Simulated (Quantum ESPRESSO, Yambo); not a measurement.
# Diamond (Fd-3m, 2 atoms a cell): changed settings of a GW run in Yambo

Aim: change inputs of a GW run on Diamond (Fd-3m, 2 atoms a cell) and see what moves.

Main program and level: Yambo 5.3.0; PBE and many-body steps on it, plane waves.

### Step 1. The starting structure

Symmetry: Fd-3m, No. 227, cubic system. Conventional cell: a = 3.567 Å, b = 3.567 Å, c = 3.567 Å, α = 90.00°, β = 90.00°, γ = 90.00°. C has 4 C at 1.54 Å nearest.

Structure file:

```cif
data_structure
_symmetry_space_group_name_H-M 'Fd-3m:1'
_symmetry_Int_Tables_number 227
_cell_length_a 3.5667
_cell_length_b 3.5667
_cell_length_c 3.5667
_cell_angle_alpha 90.000
_cell_angle_beta 90.000
_cell_angle_gamma 90.000
_cell_volume 45.37
loop_
_atom_site_label
_atom_site_type_symbol
_atom_site_symmetry_multiplicity
_atom_site_Wyckoff_symbol
_atom_site_fract_x
_atom_site_fract_y
_atom_site_fract_z
_atom_site_occupancy
C1 C 8 b 0.00000 0.00000 0.50000 1
```

The cell and positions come from the Crystallography Open Database and are kept as given unless a step says otherwise.

### Step 2. Base

This step: Yambo 5.3.0; G0W0 on PBE, plane waves, norm-conserving pseudopotentials.

Now the one-shot GW correction: screening in the RPA, then the self-energy of the levels asked for.

File gw2.in:

```
HF_and_locXC
gw0
dyson
ppa
em1d
rim_cut
RandQpts= 1000000
RandGvec= 1 RL
EXXRLvcs= 74 Ry
VXCRLvcs= 296 Ry
Chimod= "HARTREE"
% BndsRnXp
 1 | 33 |
%
NGsBlkXp= 10.5 Ry
% LongDrXp
 1 | 1 | 1 |
%
% GbndRnge
 1 | 33 |
%
DysSolver= "n"
ExtendOut
PPAPntXp= 27.21138 eV
% QPkrange
 1 | 1 | 3 | 6 |
 18 | 18 | 3 | 6 |
%
```

The run is started by

```console
> OMP_NUM_THREADS=1 mpirun -n 4 yambo -F gw2.in -J gw2 -C gw2 > gw2.log
```

Log:

```text
 Yambo, version 5.3.0

 [02] CORE Variables Setup
 =========================

  [... cell, symmetries and grids as in the set-up ...]

  [02.05] Energies & Occupations
  ==============================

  [X] === General ===
  [X] Electronic Temperature                        :  0.000000  0.000000 [eV K]
  [X] Bosonic    Temperature                        :  0.000000  0.000000 [eV K]
  [X] Finite Temperature mode                       : no
  [X] El. density                                   :  0.70524E+24 [cm-3]
  [X] Fermi Level                                   :  13.35851 [eV]

  [X] === Gaps and Widths ===
  [X] Conduction Band Min                           :  4.190041 [eV]
  [X] Valence Band Max                              :  0.000000 [eV]
  [X] Filled Bands                                  :   4
  [X] Empty Bands                                   :    5   76
  [X] Direct Gap                                    :  5.625541 [eV]
  [X] Direct Gap localized at k                     :  1
  [X] Indirect Gap                                  :  4.190041 [eV]
  [X] Indirect Gap between kpts                     :   1  18
  [X] Last valence band width                       :  8.331933 [eV]
  [X] 1st conduction band width                     :  6.494492 [eV]

 [03] Transferred momenta grid and indexing
 ==========================================

 IBZ Q-points                                      :  29
 BZ  Q-points                                      :   512

 K/Q-points units:
 rlu = crystal or reduced units; cc = cartesian coordinates; iku = interal k-units

 Q [ 1]         [rlu]:  0.000000  0.000000  0.000000
 Q [ 2]         [rlu]: -0.21107E-16 -0.21107E-16  0.12500
 Q [ 3]         [rlu]:  0.24465E-17  0.24465E-17  0.25000
 Q [ 4]         [rlu]: -0.17551E-17 -0.17551E-17  0.37500
 Q [ 5]         [rlu]:  0.84430E-16  0.84430E-16 -0.50000
 Q [ 6]         [rlu]: -0.73783E-17  0.12500      0.12500
 Q [ 7]         [rlu]: -0.62203E-17  0.12500      0.25000
 Q [ 8]         [rlu]:  0.24465E-17  0.12500      0.37500
 Q [ 9]         [rlu]:  0.26352E-18  0.12500      0.50000
 Q [10]         [rlu]:  0.84430E-16  0.12500     -0.37500
     [... 17 further rows ...]
 Q [28]         [rlu]:  0.125000 -0.500000 -0.375000
 Q [29]         [rlu]:  0.250000 -0.500000 -0.250000

 [04] Coloumb potential Random Integration (RIM)
 ===============================================

  [04.01] RIM initialization
  ==========================

  * Diagonal components only detected *

  8 x (sBL volume)        :  0.050630 [a.u.]
  sBZ random points       :  1000000
  Points outside the sBZ  :   7999624
  RL volume               :  3.240325 [a.u.]
  Integrated volume       :  3.240478 [a.u.]

  [04.02] RIM integrals
  =====================

  Gamma point sphere radius             :  0.067105 [a.u.]
  Points outside the sphere             :   799635
  [Int_sBZ(q=0) 1/q^2]*(Vol_sBZ)^(-1/3) =:  7.763403
                                 should be <:  7.795600

  Summary of Coulomb integrals for non-metallic bands |Q|[au] RIM/Bare

  Q [1] 0.100000E-4 0.995870 * Q [2] 0.201827 1.065375
  Q [6] 0.233050 1.063960 * Q [12] 0.329583 1.025361
  Q [7] 0.386470 1.019334 * Q [3] 0.403655 1.016906
  Q [13] 0.466100 1.013461 * Q [11] 0.507921 1.010271
  Q [22] 0.521116 1.010384 * Q [8] 0.570854 1.008637
  Q [4] 0.605482 1.007625 * Q [14] 0.605482 1.007811
[...]
Q [27] 0.840275 1.003715 * Q [24] 0.871994 1.003414
  Q [26] 0.895046 1.003562 * Q [21] 0.932201 1.003087
  Q [28] 0.960891 1.002912 * Q [20] 0.988748 1.002677
  Q [29] 1.042232 1.002479

 [WARNING] [Xp] User bands 1-33 break level degeneracy

 [05] Dipoles
 ============

  [05.01] Setup: observables and procedures
  =========================================

 [06] Dynamic Dielectric Matrix (PPA)
 ====================================

 [WR./gw2//ndb.pp]---------------------------------------------------------------
  Brillouin Zone Q/K grids (IBZ/BZ)                :    29   512    29   512
  RL vectors                                       :  1211 [WF]
  Coulomb cutoff potential                         : none
  Electronic Temperature                           :  0.000000 [K]
  Bosonic    Temperature                           :  0.000000 [K]
  PPA    diel. fun.  energies                      : Perdew, Burke & Ernzerhof(X)+Perdew, Burke & Ernzerhof(C)
  wavefunctions                                    : Perdew, Burke & Ernzerhof(X)+Perdew, Burke & Ernzerhof(C)
  Global Gauge                                     : length
  X matrix size                                    :   59
  X band range                                     :    1   33
  X e/h energy range                               : -1.000000 -1.000000 [eV]
  X Time ordering                                  : R
  X Hxc Kernel                                     : HARTREE
  X Drude frequency                                :  0.000000  0.000000
  X poles                                          :  100.0000 [o/o]
  RL vectors in the sum                            :  1211
  [r,Vnl] included                                 : yes
  Field direction                                  :  0.577350E-5  0.577350E-5  0.577350E-5
  BZ energy Double Grid                            : no
  BZ energy DbGd points                            : 0
  BZ Q point size factor                           : -1.000000
  X Optical Averaged directions                    : none

 [07] Local Exchange-Correlation + Non-Local Fock
 ================================================

 [VXC] Plane waves :   6615
 [EXS] Plane waves :   893

 QP @ state[ 1 ] K range:  1  1
 QP @ state[ 1 ] b range:   3   6
 QP @ state[ 2 ] K range:  18  18
 QP @ state[ 2 ] b range:   3   6

 [xc] Functional : Perdew, Burke & Ernzerhof(X)+Perdew, Burke & Ernzerhof(C)
 [xc] LIBXC used to calculate xc functional
  PP Number of Atomic Species                      :  1
  NLCC RL compoments                               :   6615
  PP Number of Atomic Species                      :  1
  NLCC RL compoments                               :   6615

 [xc] E_xc :  -3.558532 [Ha]
      E_xc :  -7.117063 [Ry]

  Local XC kind (lXC) : Perdew, Burke & Ernzerhof(X)+Perdew, Burke & Ernzerhof(C)
  Non-Local XC kind (nlXC) : Hartree-Fock

  Corrections @ K [1] :  [eV]
 <3|nlXC|3> = -19.19680 -0.96837E-17 <3|lXC|3> = -16.96249  0.94408E-16
 <4|nlXC|4> = -19.19680  0.12451E-16 <4|lXC|4> = -16.96249  0.000000
 <5|nlXC|5> = -9.589921 -0.60631E-17 <5|lXC|5> = -15.64309  0.56645E-15
 <6|nlXC|6> = -9.589921  0.42564E-18 <6|lXC|6> = -15.64309 -0.11801E-16

  Corrections @ K [18] :  [eV]
 <3|nlXC|3> = -20.40508  0.50683E-17 <3|lXC|3> = -15.96855  0.16521E-15
 <4|nlXC|4> = -20.40512  0.73321E-17 <4|lXC|4> = -15.96855 -0.47204E-16
 <5|nlXC|5> = -8.709005  0.24042E-17 <5|lXC|5> = -14.09411 -0.18882E-15
 <6|nlXC|6> = -7.330674  0.32757E-17 <6|lXC|6> = -13.23823  0.18882E-15

 [08] Dyson equation: Newton solver
 ==================================

  [08.01] G0W0 (W PPA)
  ====================

  [  GW  ] Bands range     :    1   33
  [GW/PPA] G damping       :  0.100000 [eV]

  QP @ state[ 1 ] K range:  1  1
  QP @ state[ 1 ] b range:   3   6
  QP @ state[ 2 ] K range:  18  18
  QP @ state[ 2 ] b range:   3   6

   Sc/G bands                                       :    1   33
   Sc/G damping                                     :  0.100000 ev
   Sc bands terminator                              : no
   Sx RL components                                 :   893

   QP @ state[ 1 ] K range                          :  1  1
   QP @ state[ 1 ] b range                          :   3   6
   QP @ state[ 2 ] K range                          :  18  18
   QP @ state[ 2 ] b range                          :   3   6
   GF energies kind                                 : Perdew, Burke & Ernzerhof(X)+Perdew, Burke & Ernzerhof(C)
   GF WF`s kind                                     : Perdew, Burke & Ernzerhof(X)+Perdew, Burke & Ernzerhof(C)
   Xs energies kind                                 : Perdew, Burke & Ernzerhof(X)+Perdew, Burke & Ernzerhof(C)
   Xs WF`s kind                                     : Perdew, Burke & Ernzerhof(X)+Perdew, Burke & Ernzerhof(C)

 [11] Game Over & Game summary
```

It took 29 s on 4 MPI ranks of Arm Neoverse V1, shared host; peak memory 1.2 GiB.

Numbers from this step:

```yaml
g0w0_gap_on_the_points_computed: 5.393 eV
starting_gap_on_the_mesh: 4.190 eV
k_of_the_valence_top: 0, 0, 0
k_of_the_conduction_bottom: 0, 0.375, 0.375
least_direct_g0w0_gap_on_the_computed_points: 7.358 eV
z_at_the_valence_top: 0.8331
z_at_the_conduction_bottom: 0.8428
```

The gap on the mesh goes from 4.19 eV to 5.39 eV, a correction of +1.20 eV.

### Step 3. Pole fitted at another frequency

gw6.in, as its differences from gw2.in of step 2:

```diff
@@ -23,3 +23,3 @@
 ExtendOut
-PPAPntXp= 27.21138 eV
+PPAPntXp= 10 eV
 % QPkrange
```

The run is started by

```console
> OMP_NUM_THREADS=1 mpirun -n 4 yambo -F gw6.in -J gw6 -C gw6 > gw6.log
```

Log:

```text
 Yambo, version 5.3.0

 [02] CORE Variables Setup
 =========================

  [... cell, symmetries and grids as in the set-up ...]

  [02.05] Energies & Occupations
  ==============================

  [X] === General ===
  [X] Electronic Temperature                        :  0.000000  0.000000 [eV K]
  [X] Bosonic    Temperature                        :  0.000000  0.000000 [eV K]
  [X] Finite Temperature mode                       : no
  [X] El. density                                   :  0.70524E+24 [cm-3]
  [X] Fermi Level                                   :  13.35851 [eV]

  [X] === Gaps and Widths ===
  [X] Conduction Band Min                           :  4.190041 [eV]
  [X] Valence Band Max                              :  0.000000 [eV]
  [X] Filled Bands                                  :   4
  [X] Empty Bands                                   :    5   76
  [X] Direct Gap                                    :  5.625541 [eV]
  [X] Direct Gap localized at k                     :  1
  [X] Indirect Gap                                  :  4.190041 [eV]
  [X] Indirect Gap between kpts                     :   1  18
  [X] Last valence band width                       :  8.331933 [eV]
  [X] 1st conduction band width                     :  6.494492 [eV]

 [03] Transferred momenta grid and indexing
 ==========================================

 IBZ Q-points                                      :  29
 BZ  Q-points                                      :   512

 K/Q-points units:
 rlu = crystal or reduced units; cc = cartesian coordinates; iku = interal k-units

 Q [ 1]         [rlu]:  0.000000  0.000000  0.000000
 Q [ 2]         [rlu]: -0.21107E-16 -0.21107E-16  0.12500
 Q [ 3]         [rlu]:  0.24465E-17  0.24465E-17  0.25000
[...]
NLCC RL compoments                               :   6615
  PP Number of Atomic Species                      :  1
  NLCC RL compoments                               :   6615

 [xc] E_xc :  -3.558532 [Ha]
      E_xc :  -7.117063 [Ry]

  Local XC kind (lXC) : Perdew, Burke & Ernzerhof(X)+Perdew, Burke & Ernzerhof(C)
  Non-Local XC kind (nlXC) : Hartree-Fock

  Corrections @ K [1] :  [eV]
 <3|nlXC|3> = -19.19680 -0.96837E-17 <3|lXC|3> = -16.96249  0.94408E-16
 <4|nlXC|4> = -19.19680  0.12451E-16 <4|lXC|4> = -16.96249  0.000000
 <5|nlXC|5> = -9.589921 -0.60631E-17 <5|lXC|5> = -15.64309  0.56645E-15
[...]
Corrections @ K [18] :  [eV]
[...]
<5|nlXC|5> = -8.709005  0.24042E-17 <5|lXC|5> = -14.09411 -0.18882E-15
 <6|nlXC|6> = -7.330674  0.32757E-17 <6|lXC|6> = -13.23823  0.18882E-15

 [08] Dyson equation: Newton solver
 ==================================

  [08.01] G0W0 (W PPA)
  ====================

  [  GW  ] Bands range     :    1   33
  [GW/PPA] G damping       :  0.100000 [eV]

  QP @ state[ 1 ] K range:  1  1
  QP @ state[ 1 ] b range:   3   6
  QP @ state[ 2 ] K range:  18  18
  QP @ state[ 2 ] b range:   3   6

   Sc/G bands                                       :    1   33
   Sc/G damping                                     :  0.100000 ev
   Sc bands terminator                              : no
   Sx RL components                                 :   893

   QP @ state[ 1 ] K range                          :  1  1
   QP @ state[ 1 ] b range                          :   3   6
   QP @ state[ 2 ] K range                          :  18  18
   QP @ state[ 2 ] b range                          :   3   6
   GF energies kind                                 : Perdew, Burke & Ernzerhof(X)+Perdew, Burke & Ernzerhof(C)
   GF WF`s kind                                     : Perdew, Burke & Ernzerhof(X)+Perdew, Burke & Ernzerhof(C)
   Xs energies kind                                 : Perdew, Burke & Ernzerhof(X)+Perdew, Burke & Ernzerhof(C)
   Xs WF`s kind                                     : Perdew, Burke & Ernzerhof(X)+Perdew, Burke & Ernzerhof(C)

 [11] Game Over & Game summary
```

It took 29 s on 4 MPI ranks; peak memory 1.2 GiB; 1.8 min of CPU time.

Numbers from this step:

| Item | Value |
| --- | --- |
| G0W0 gap on the points computed | 5.371 eV |
| starting gap on the mesh | 4.190 eV |
| k of the valence top | 0, 0, 0 |
| k of the conduction bottom | 0, 0.375, 0.375 |
| least direct G0W0 gap on the computed points | 7.322 eV |
| Z at the valence top | 0.8226 |
| Z at the conduction bottom | 0.8330 |

Against G0W0 in Yambo (8×8×8 mesh, 33 bands, screening to 142.9 eV, Godby-Needs plasmon pole), the gap moves by −0.022 eV.

[end of part 1 of 2]

[Paths, hosts, dates, memory and timing lines, banners, echoed tables and standing remarks are left out of the program output.]

[Logs are printed without paths, hosts, clocks, repeated set-up lines and the standing remarks that a program may print on its own settings, such as how far it seeks lower states.]

[Runs of the session that timed out or met a known fault of the program may be left out.]

[Hosts, paths, dates, database ids (printed as entryN), source tags and the programs' standing remarks are cut or masked in the printed files.]
